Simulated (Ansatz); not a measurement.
# K on W(110): change of the work function, part 2 of 4

How does one ordered layer of K (top site) change the work function of W(110), and what dipole does each adsorbate carry?

Ansatz 0.2.0; plane-wave DFT, RPBE, Ansatz PAW.

So far, work function, upper face (eV): step 2 (the clean slab) 4.73.

## 3. The covered slab

System of this step: KW16 (K/W(110)). The cell holds 17 atoms: 16 W and 1 K. Its edges and angles: a = 5.473 Å, b = 5.473 Å, c = 28.566 Å, α = 90.0°, β = 90.0°, γ = 70.5°. Vacuum lies along c.

The clean slab as it ended is repeated in the plane and the adsorbate is set on one face; the cell's size fixes the coverage, and the k-mesh shrinks with it to keep the sampling density about even. Adsorbate and upper layers relax, since the dipole depends on the height.

Input file input.yaml:

```yaml
crystal:
  lattice:
    - [4.468914857, -3.16, 0.0]
    - [4.468914857, 3.16, 0.0]
    - [0.0, 0.0, 28.5663942426]
  atoms:
    - { symbol: W, position: [0.0, 0.0, 0.3150555133] }
    - { symbol: W, position: [0.25, 0.25, 0.3932753057] }
    - { symbol: W, position: [0.0, 0.0, 0.473432931] }
    - { symbol: W, position: [0.25, 0.25, 0.5507833473] }
    - { symbol: W, position: [0.0, 0.5, 0.3150555133] }
    - { symbol: W, position: [0.25, 0.75, 0.3932753057] }
    - { symbol: W, position: [0.0, 0.5, 0.473432931] }
    - { symbol: W, position: [0.25, 0.75, 0.5507833473] }
    - { symbol: W, position: [0.5, 0.0, 0.3150555133] }
    - { symbol: W, position: [0.75, 0.25, 0.3932753057] }
    - { symbol: W, position: [0.5, 0.0, 0.473432931] }
    - { symbol: W, position: [0.75, 0.25, 0.5507833473] }
    - { symbol: W, position: [0.5, 0.5, 0.3150555133] }
    - { symbol: W, position: [0.75, 0.75, 0.3932753057] }
    - { symbol: W, position: [0.5, 0.5, 0.473432931] }
    - { symbol: W, position: [0.75, 0.75, 0.5507833473] }
    - { symbol: K, position: [0.25, 0.25, 0.6849444867] }
kpoints:
  mp_grid: { grid: [6, 6, 1] }
hamiltonian:
  xc: rpbe
scf:
  occupations: { method: fermi_dirac, width: 0.1 }
  convergence: { dr2_threshold: 1.0e-08 }
efield:
  axis: 3
  dipole_correction: true
  ramp_position: 0.97
  ramp_width: 0.06
relax:
  f_tol: 0.02
  max_steps: 60
  constraints: [{ sites: [0, 1, 4, 5, 8, 9, 12, 13] }]
output:
  bader: true
  dos: { projected: true, e_range: [-8, 4] }
  write_potential: true
  write_density: true
  volumetric_format: npy
  elf: true
```

The run is started by

```console
$ ansatz run input.yaml --threads 4 --pin off --max-ram 6144MiB --backend cpu --events-out ev --progress --plain --runs-dir out
```

Numbers of over 12 decimals in the logs are rounded to 6 here.

Log:

```text
[...]
Crystal: 17 atoms, lattice volume = 806.816 Å³
Basis set: ecut = 420 eV, 15739 PW (Γ), exchange–correlation on 80×80×384 points (8 copies of the dense FFT grid, shifted against one another)
Bands: 140, of which v1, the nominal top of the filled ones, is band 117 counted from 1 (116 counted from 0)
Symmetry: 4 space group operations
[...]
k-points: 13 of 36
[...]
SCF iter   1: F=—  HF=-167894.474436 eV  |F-HF|=—  |Δ(HF+E_count)|=         —  Δρ=1.29e-2  dr2=7.25e1  ethr=1.77e-3  p=0.763 e·Å  D=1.71e-1 V/Å  ΔV_dip=-4.89 eV  dr2_dipole=6.79e1  V_vac-E_F(+/−)=0.48/5.37 eV  ⟨swp⟩=10.8  Hψ=9562  notcnv=0
[...]
SCF iter  13: F=-167892.868445 eV  HF=-167892.868445 eV  |F-HF|=7.57e-9  |Δ(HF+E_count)|=   2.58e-8  Δρ=3.43e-7  dr2=2.84e-9  ethr=4.29e-12  p=0.405 e·Å  D=9.08e-2 V/Å  ΔV_dip=-2.59 eV  dr2_dipole=3.93e-11  V_vac-E_F(+/−)=2.17/4.77 eV  ⟨swp⟩=12.9  Hψ=14312  notcnv=0
SCF 1 converged in 13 iterations: F = -167892.868445 eV  dr2 = 2.84e-9
[...]
relax step   1: F+E_penalty+E_count = -167892.86844498 eV  Δ(F+E_penalty+E_count) = +0.000e0 eV  max|allowed force component| = 4.923e-1 eV/Å  Δτ_max = 0.0000 Å  (13 SCF iters, accepted)
[...]
SCF iter  11: F=-167892.893408 eV  HF=-167892.893408 eV  |F-HF|=9.31e-10  |Δ(HF+E_count)|=   3.78e-9  Δρ=2.49e-7  dr2=2.51e-9  ethr=4.29e-12  p=0.414 e·Å  D=9.29e-2 V/Å  ΔV_dip=-2.65 eV  dr2_dipole=2.02e-11  V_vac-E_F(+/−)=2.11/4.77 eV  ⟨swp⟩=10.2  Hψ=11571  notcnv=0
SCF 2 converged in 11 iterations: F = -167892.893408 eV  dr2 = 2.51e-9
relax step   2: F+E_penalty+E_count = -167892.89340806 eV  Δ(F+E_penalty+E_count) = -2.496e-2 eV  max|allowed force component| = 5.033e-1 eV/Å  Δτ_max = 0.0934 Å  (11 SCF iters, accepted)
SCF iter   1: F=—  HF=-167893.015041 eV  |F-HF|=—  |Δ(HF+E_count)|=         —  Δρ=1.73e-3  dr2=1.51e-1  ethr=8.46e-4  p=0.414 e·Å  D=9.29e-2 V/Å  ΔV_dip=-2.65 eV  dr2_dipole=1.10e-3  V_vac-E_F(+/−)=2.12/4.77 eV  ⟨swp⟩=4.5  Hψ=3912  notcnv=0
[...]
SCF iter  11: F=-167893.007784 eV  HF=-167893.007784 eV  |F-HF|=6.11e-10  |Δ(HF+E_count)|=   1.05e-8  Δρ=4.01e-7  dr2=4.93e-9  ethr=4.29e-12  p=0.435 e·Å  D=9.76e-2 V/Å  ΔV_dip=-2.79 eV  dr2_dipole=6.09e-10  V_vac-E_F(+/−)=1.98/4.77 eV  ⟨swp⟩=12.5  Hψ=13760  notcnv=0
SCF 3 converged in 11 iterations: F = -167893.007784 eV  dr2 = 4.93e-9
relax step   3: F+E_penalty+E_count = -167893.00778382 eV  Δ(F+E_penalty+E_count) = -1.144e-1 eV  max|allowed force component| = 3.891e-1 eV/Å  Δτ_max = 0.1959 Å  (11 SCF iters, accepted)
[...]
relax step   4: F+E_penalty+E_count = -167893.06794730 eV  Δ(F+E_penalty+E_count) = -6.016e-2 eV  max|allowed force component| = 1.890e-1 eV/Å  Δτ_max = 0.1951 Å  (11 SCF iters, accepted)
[...]
relax step   5: F+E_penalty+E_count = -167893.08134016 eV  Δ(F+E_penalty+E_count) = -1.339e-2 eV  max|allowed force component| = 1.311e-1 eV/Å  Δτ_max = 0.1952 Å  (11 SCF iters, accepted)
SCF iter   1: F=—  HF=-167893.083985 eV  |F-HF|=—  |Δ(HF+E_count)|=         —  Δρ=4.58e-4  dr2=1.59e-2  ethr=2.04e-5  p=0.488 e·Å  D=1.09e-1 V/Å  ΔV_dip=-3.13 eV  dr2_dipole=2.19e-3  V_vac-E_F(+/−)=1.64/4.77 eV  ⟨swp⟩=3.2  Hψ=3554  notcnv=0
[...]
SCF iter  10: F=-167893.083969 eV  HF=-167893.083969 eV  |F-HF|=3.64e-9  |Δ(HF+E_count)|=   4.63e-9  Δρ=2.10e-7  dr2=3.96e-9  ethr=4.29e-12  p=0.480 e·Å  D=1.08e-1 V/Å  ΔV_dip=-3.07 eV  dr2_dipole=2.02e-9  V_vac-E_F(+/−)=1.70/4.77 eV  ⟨swp⟩=10.4  Hψ=11566  notcnv=0
SCF 6 converged in 10 iterations: F = -167893.083969 eV  dr2 = 3.96e-9
relax step   6: F+E_penalty+E_count = -167893.08396879 eV  Δ(F+E_penalty+E_count) = -2.629e-3 eV  max|allowed force component| = 1.463e-2 eV/Å  Δτ_max = 0.0485 Å  (10 SCF iters, accepted)
NSCF: frozen V_eff on 13 k-points
[...]
WARN: The output density's exchange-correlation potential varies sharply where the density is thin. Do not read a vacuum level from v_tot or v_xc, or from such a field of the output density. On a cell that repeats whose density bears no net charge and no dipole along the vacuum's axis use v_es (v_loc + v_h of the components); under efield.dipole_correction with no amplitude use v_es + v_field, which holds any externa [...]
SCF converged after 10 iterations
Free energy (F): -167893.083969 eV
[...]
Internal energy: -167892.659245 eV  (E = F + TS)
E sigma→0 (E₀):  -167892.871607 eV
Entropy (-TS):   -0.424723 eV (-24.984 meV/atom)
Fermi energy:    5.431247 eV
Dipole field:    D = 0.107604 V/Å  (p = 0.479780 e·Å, saw-weighted, corrected)
Work function:   Φ+ = 1.6971 eV   Φ− = 4.7711 eV
[...]
--- Forces (eV/Å), atoms counted from 1 ---
  atom   1  W      0.00261793     0.00000000     0.22321164
  atom   2  W      0.00000000     0.00000000    -0.21049614
  atom   3  W      0.00426983    -0.00000000     0.00234746
  atom   4  W     -0.00000000     0.00000000     0.01463392
  atom   5  W     -0.00000000     0.00154509     0.21415177
  atom   6  W      0.00000000    -0.00000000    -0.21116643
  atom   7  W      0.00000000    -0.00580459     0.00086338
  atom   8  W     -0.00000000     0.00000000     0.00008684
  atom   9  W     -0.00000000    -0.00154509     0.21415177
  atom  10  W      0.00000000     0.00000000    -0.21116643
  atom  11  W     -0.00000000     0.00580459     0.00086338
  atom  12  W      0.00000000     0.00000000     0.00008684
  atom  13  W     -0.00261793    -0.00000000     0.22321164
  atom  14  W      0.00000000     0.00000000    -0.25635144
  atom  15  W     -0.00426983     0.00000000     0.00234746
  atom  16  W     -0.00000000     0.00000000     0.00069070
  atom  17  K      0.00000000    -0.00000000    -0.00750099
  max |Σ_I F_I| component: 3.46e-5 eV/Å
--- Band table (eV; the first three rows and the last of 13) ---
  k-point 0: bands = [... 113 lower, 5.9433, 5.9513, 6.0380, 6.1050, 6.1164, 6.3064, 6.4662, 6.5726, ... 19 higher]
  k-point 1: bands = [... 113 lower, 5.4640, 5.5990, 5.6617, 5.7137, 5.8921, 6.4777, 6.5481, 6.6353, ... 19 higher]
  k-point 2: bands = [... 113 lower, 4.9365, 5.0112, 5.3672, 5.4178, 5.6526, 5.8874, 5.9809, 6.1253, ... 19 higher]
  k-point 12: bands = [... 113 lower, 4.6630, 4.6655, 4.7470, 4.9053, 4.9243, 5.0337, 5.0560, 5.4891, ... 19 higher]
--- Relaxed structure (6 steps of the walk, 6 accepted, 0 SCFs on fresh bases) ---
  F+E_penalty+E_count = -167893.08396879 eV   max|allowed force component| = 1.463e-2 eV/Å
  atoms:
    - { symbol: W, position: [0.0, 0.0, 0.315056] }
    - { symbol: W, position: [0.25, 0.25, 0.393275] }
    - { symbol: W, position: [-0.000595107, -0.000595107, 0.473307] }
    - { symbol: W, position: [0.25, 0.25, 0.549307] }
    - { symbol: W, position: [-5.551115123125783e-17, 0.5, 0.315056] }
    - { symbol: W, position: [0.250000, 0.75, 0.393275] }
    - { symbol: W, position: [-0.000863372, 0.500863, 0.473148] }
    - { symbol: W, position: [0.250000, 0.75, 0.551665] }
    - { symbol: W, position: [0.5, -5.551115123125783e-17, 0.315056] }
    - { symbol: W, position: [0.75, 0.250000, 0.393275] }
    - { symbol: W, position: [0.500863, -0.000863372, 0.473148] }
    - { symbol: W, position: [0.75, 0.250000, 0.551665] }
    - { symbol: W, position: [0.5, 0.5, 0.315056] }
    - { symbol: W, position: [0.75, 0.75, 0.393275] }
    - { symbol: W, position: [0.500595, 0.500595, 0.473307] }
    - { symbol: W, position: [0.75, 0.75, 0.551809] }
    - { symbol: K, position: [0.25, 0.25, 0.662850] }
--- Bader charges: 17 sites ---
  site symbol  charge [e]  shift [e]
     0      W     -0.0569     0.0000
     1      W      0.0507     0.0000
     2      W      0.0526     0.0000
     3      W     -0.2352     0.0000
     4      W     -0.0562     0.0000
     5      W      0.0548     0.0000
     6      W      0.0480     0.0000
     7      W     -0.2068     0.0000
     8      W     -0.0562     0.0000
     9      W      0.0548     0.0000
    10      W      0.0480     0.0000
    11      W     -0.2068     0.0000
    12      W     -0.0569     0.0000
    13      W      0.0592     0.0000
    14      W      0.0526     0.0000
    15      W     -0.1751     0.0000
    16      K      0.6296     0.0000
  estimated error of the sums over rays = 8.8e-4 e
```

Elapsed: 11 min, on 4 threads of Arm Neoverse N1, shared host; peak memory 3.1 GiB.

Relaxation path:

| step | energy less that of the first step (eV) | largest force component (eV/Å) |
| --- | --- | --- |
| 1 | 0.0000 | 0.4923 |
| 2 | -0.0250 | 0.5033 |
| 3 | -0.1393 | 0.3891 |
| 4 | -0.1995 | 0.1890 |
| 5 | -0.2129 | 0.1311 |
| 6 | -0.2155 | 0.0146 |

Forces are held to the 4 operations that the run works with; a distortion that breaks them can't arise in this run.

The atoms that moved most (Å):

| atom | dx | dy | dz | length |
| --- | --- | --- | --- | --- |
| K17 | 0.000 | 0.000 | -0.631 | 0.631 |
| W4 | 0.000 | 0.000 | -0.042 | 0.042 |
| W16 | 0.000 | 0.000 | 0.029 | 0.029 |
| W12 | 0.000 | 0.000 | 0.025 | 0.025 |
| W8 | 0.000 | 0.000 | 0.025 | 0.025 |
| W7 | 0.000 | 0.005 | -0.008 | 0.010 |
| W11 | 0.000 | -0.005 | -0.008 | 0.010 |
| W15 | 0.005 | 0.000 | -0.004 | 0.006 |

Final coordinates:

```cif
data_structure
_symmetry_space_group_name_H-M 'P 1'
_symmetry_Int_Tables_number 1
_cell_length_a 5.4733
_cell_length_b 5.4733
_cell_length_c 28.5664
_cell_angle_alpha 90.000
_cell_angle_beta 90.000
_cell_angle_gamma 70.529
_cell_volume 806.82
loop_
_atom_site_label
_atom_site_type_symbol
_atom_site_fract_x
_atom_site_fract_y
_atom_site_fract_z
_atom_site_occupancy
W1 W 0.00000 0.00000 0.31506 1
W2 W 0.25000 0.25000 0.39328 1
W3 W 0.99940 0.99940 0.47331 1
W4 W 0.25000 0.25000 0.54931 1
W5 W 0.00000 0.50000 0.31506 1
W6 W 0.25000 0.75000 0.39328 1
W7 W 0.99914 0.50086 0.47315 1
W8 W 0.25000 0.75000 0.55167 1
W9 W 0.50000 0.00000 0.31506 1
W10 W 0.75000 0.25000 0.39328 1
W11 W 0.50086 0.99914 0.47315 1
W12 W 0.75000 0.25000 0.55167 1
W13 W 0.50000 0.50000 0.31506 1
W14 W 0.75000 0.75000 0.39328 1
W15 W 0.50060 0.50060 0.47331 1
W16 W 0.75000 0.75000 0.55181 1
K17 K 0.25000 0.25000 0.66285 1
```

This step gave:

```
energy at zero smearing        : -167892.8716 eV
work function, upper face      : 1.697 eV
work function, lower face      : 4.771 eV
dipole along the normal        : 0.4798 e·Å
step between the vacuum levels : -3.074 eV
```

Running mean over 2.234 Å of the planar mean; the ramp of the sawtooth is left out. The electron's electrostatic potential energy less the Fermi level by z:

| z (Å) | electron's electrostatic potential energy less the Fermi level (eV) |
| --- | --- |
| 4 | 4.77 |
| 5 | 4.76 |
| 6 | 4.62 |
| 7 | 3.17 |
| 8 | -5.84 |
| 9 | -12.3 |
| 10 | -12.6 |
| 11 | -12.8 |
| 12 | -12.4 |
| 13 | -12.5 |
| 14 | -12.8 |
| 15 | -12.6 |
| 16 | -11.7 |
| 17 | -3.44 |
| 18 | 0.694 |
| 19 | -0.683 |
| 20 | -0.166 |
| 21 | 1.16 |
| 22 | 1.52 |
| 23 | 1.64 |
| 24 | 1.68 |
| 25 | 1.69 |

The density of states has structure finer than the step of the table below, so its rows give means over 0.25 eV, whole bins alone (the curve runs from -8 to 1.8 eV). Peaks (eV: height): -4.540: 28.2, -3.100: 35.1, -2.830: 29.7, -2.740: 27.7, -2.590: 26.0, -1.980: 28.7, -1.650: 26.5.

Table of density of states by energy, zero at the Fermi level; means over each step:

energy (eV), density of states (states/eV a cell) and a bar:
```
    -7.75        0.9 
    -7.50        1.9 #
    -7.25        2.0 #
    -7.00        2.3 ##
    -6.75        2.1 ##
    -6.50        1.7 #
    -6.25        4.4 #####
    -6.00        5.1 ######
    -5.75       10.8 #############
    -5.50        8.4 ##########
    -5.25       10.9 #############
    -5.00       11.6 ##############
    -4.75       13.3 ################
    -4.50       20.3 #########################
    -4.25       12.8 ################
    -4.00       12.1 ###############
    -3.75        8.7 ##########
    -3.50        8.3 ##########
    -3.25       20.1 #########################
    -3.00       22.6 ############################
    -2.75       23.7 ##############################
    -2.50       19.9 #########################
    -2.25       19.3 ########################
    -2.00       22.8 #############################
    -1.75       22.0 ############################
    -1.50       22.3 ############################
    -1.25       14.7 ##################
    -1.00       14.4 ##################
    -0.75       10.0 ############
    -0.50       13.7 #################
    -0.25       10.2 ############
     0.00       13.5 ################
     0.25       13.7 #################
     0.50       14.9 ##################
     0.75       14.4 ##################
     1.00       18.3 #######################
     1.25       20.6 ##########################
     1.50       20.7 ##########################
```

Projected DOS per atom over height of the atomic layer and energy from the Fermi level. Layers: W4 W4 W4 W4 K from below.

Ten even steps from '_' (0.00 states/eV) to '@' (1.70 states/eV), each cell a mean:
```
**####++..
****++**--
++----++--
++::--++--
==::::==..
++::::++..
##::::**..
@@++++@@::
%%****@@__
##****%%__
##@@@@##__
==####==__
--------__
==++++==__
==####++__
::++++::__
::====::__
..::::..__
__....____
__..______
__________
__________
```
Columns: height of the atomic layer (Å) from 9 to 18.9 (not evenly spaced); rows upwards: energy from the Fermi level (eV) from -7.96 to 1.75.

Electrostatic potential energy in the ca plane at fractional y = 0.250, with atoms of W and K within 0.2 Å of it. With pseudopotentials it is smooth inside the atoms' cores, unlike the true potential.

Values in eV, 8 rows by 16 columns, each cell a mean:
```
  4  -6 -13   4   2   3 -14  -1   8   7   6   7   8   8   8   8
  4 -33 -47   1   5  -4 -53 -23   7   8   8   8   8   8   8   8
  4 -27 -41   2   4  -2 -46 -18   7   8   7   7   8   8   8   8
  4   0  -4   5   2   5  -5   3   8   6   6   7   8   8   8   8
  4  -6 -13   4   2   3 -15   0   6  -5  -2   6   7   8   8   8
  4 -33 -47   1   5  -7 -54 -19   3 -33 -22   5   7   8   8   8
  4 -27 -41   2   4  -5 -47 -14   4 -27 -17   5   7   8   8   8
  4   0  -4   5   2   4  -5   4   7   1   2   6   7   8   8   8
```
Columns run along c (16.0 Å, from fractional 0.33 to 0.89 of the cell; values clipped at the 3rd and 97th percentile), rows up along a (5.5 Å). Atoms in or near the plane, at fractional coordinates: W at (0.39, 0.25), W at (0.55, 0.25), W at (0.39, 0.75), W at (0.55, 0.75), K at (0.66, 0.25).

Valence density in the ca plane at fractional y = 0.250, with atoms of W and K within 0.2 Å of it. It is the smooth field of the valence electrons, not physical close to the nuclei.

Ten even steps from '0' (0.0 e/Å³) to '9' (4.9 e/Å³), each cell a mean:
```
00000110000000000110000000000000000000000000
00002542000000001453100000000000000000000000
00026995100000014998200000000000000000000000
00028997200000015989400000000000000000000000
00016995100000014997200000000000000000000000
00002442000000001343100000000000000000000000
00000110000000000110000000000000000000000000
00000000000000000000000000000000000000000000
00001221000000001221000000110000000000000000
00014873100000013785100002553000000000000000
00028997100000016998200014785100000000000000
00028996100000016998200014785100000000000000
00014773100000013774100002452000000000000000
00001221000000001221000000110000000000000000
00000000000000000000000000000000000000000000
```
Columns run along c (16.0 Å, from fractional 0.33 to 0.89 of the cell), rows up along a (5.5 Å). Atoms in or near the plane, at fractional coordinates: W at (0.39, 0.25), W at (0.55, 0.25), W at (0.39, 0.75), W at (0.55, 0.75), K at (0.66, 0.25).

ELF in the ca plane at fractional y = 0.250, with atoms of W and K within 0.2 Å of it. It is the smooth field of the valence electrons, not physical close to the nuclei.

Ten even steps from '0' (0.01) to '9' (0.86), each cell a mean:
```
44543333454444543333344310000000012211000000
34424763244334533675222210000000122211000000
44337666335434535757511111100011222111000000
45347237435445536416721111111112222111000000
44337666335434535757511111000011222111000000
34424663244334533675222210000000122211000000
44543333454444543333444310000000012211000000
44544344554444554344555201232100012221100000
44433442344334532443333015898410001221100000
44336775244334435776311049999830001221100000
45347347435445437437510169879951001221100000
45347347435445437437511169889951001221100000
44336775244334435776311049999830001221100000
44433442354334532443333015897410001221100000
44544344554444554344555200232100012221100000
```
Columns run along c (16.0 Å, from fractional 0.33 to 0.89 of the cell), rows up along a (5.5 Å). Atoms in or near the plane, at fractional coordinates: W at (0.39, 0.25), W at (0.55, 0.25), W at (0.39, 0.75), W at (0.55, 0.75), K at (0.66, 0.25).

The relaxation took 6 steps and lowered the energy by 0.22 eV; the largest force on the free atoms ends at 0.015 eV/Å.

By hand: a sheet of dipoles makes a step −p/(ε₀A) in the electron's potential. With e/ε₀ = 180.95 V·Å, p = 0.4798 e·Å and A = 28.24 Å², that is −180.95 × (0.4798) / 28.24 = -3.074 eV, and the two vacuum levels of the run differ by -3.074 eV.

The covered face has 1.70 eV, -3.04 eV against the clean one; the bare back face has moved by +0.00 eV, a measure of how thin the slab is.

## 4. Work function against coverage

This step: plane-wave DFT, RPBE, Ansatz PAW; work function against coverage (Ansatz 0.2.0).

The runs are now put side by side.

This step gave:

| Quantity | Value |
| --- | --- |
| work function of the clean face | 4.733 eV |
| largest change of the work function | -3.036 eV |

Table of work function of the covered face by coverage:

| coverage (adsorbates/nm²) | work function of the covered face (eV) |
| --- | --- |
| 0.00 | 4.73 |
| 3.54 | 1.70 |

The dipole per adsorbate comes from the change of the cell's dipole. Coverage, by row:

| coverage (1/nm²) | coverage (ML) | work function (eV) | change (eV) | dipole per adsorbate, positive end outwards (debye) | mean height of the added atoms over the highest substrate atom (Å) |
| --- | --- | --- | --- | --- | --- |
| 3.541 | 0.25 | 1.697 | -3.036 | 2.28 | 3.172 |

(Continued in part 3 of 4.)

[Logs are printed without paths, hosts, clocks, repeated set-up lines and the standing remarks that a program may print on its own settings, such as how far it seeks lower states.]

[Hosts, paths, dates, database ids (printed as entryN), source tags and the programs' standing remarks are cut or masked in the printed files.]

[Maps of the electrostatic potential energy from Ansatz leave out the sawtooth potential of an applied field or a dipole correction, so their vacuum need not be flat; planar profiles and work functions include it.]

[The density of states shown here was stored with 400 of the rows of the run's finer table, so its peaks can read low, often by over a quarter, or be missed, and its means over a window can be off by a tenth or more.]
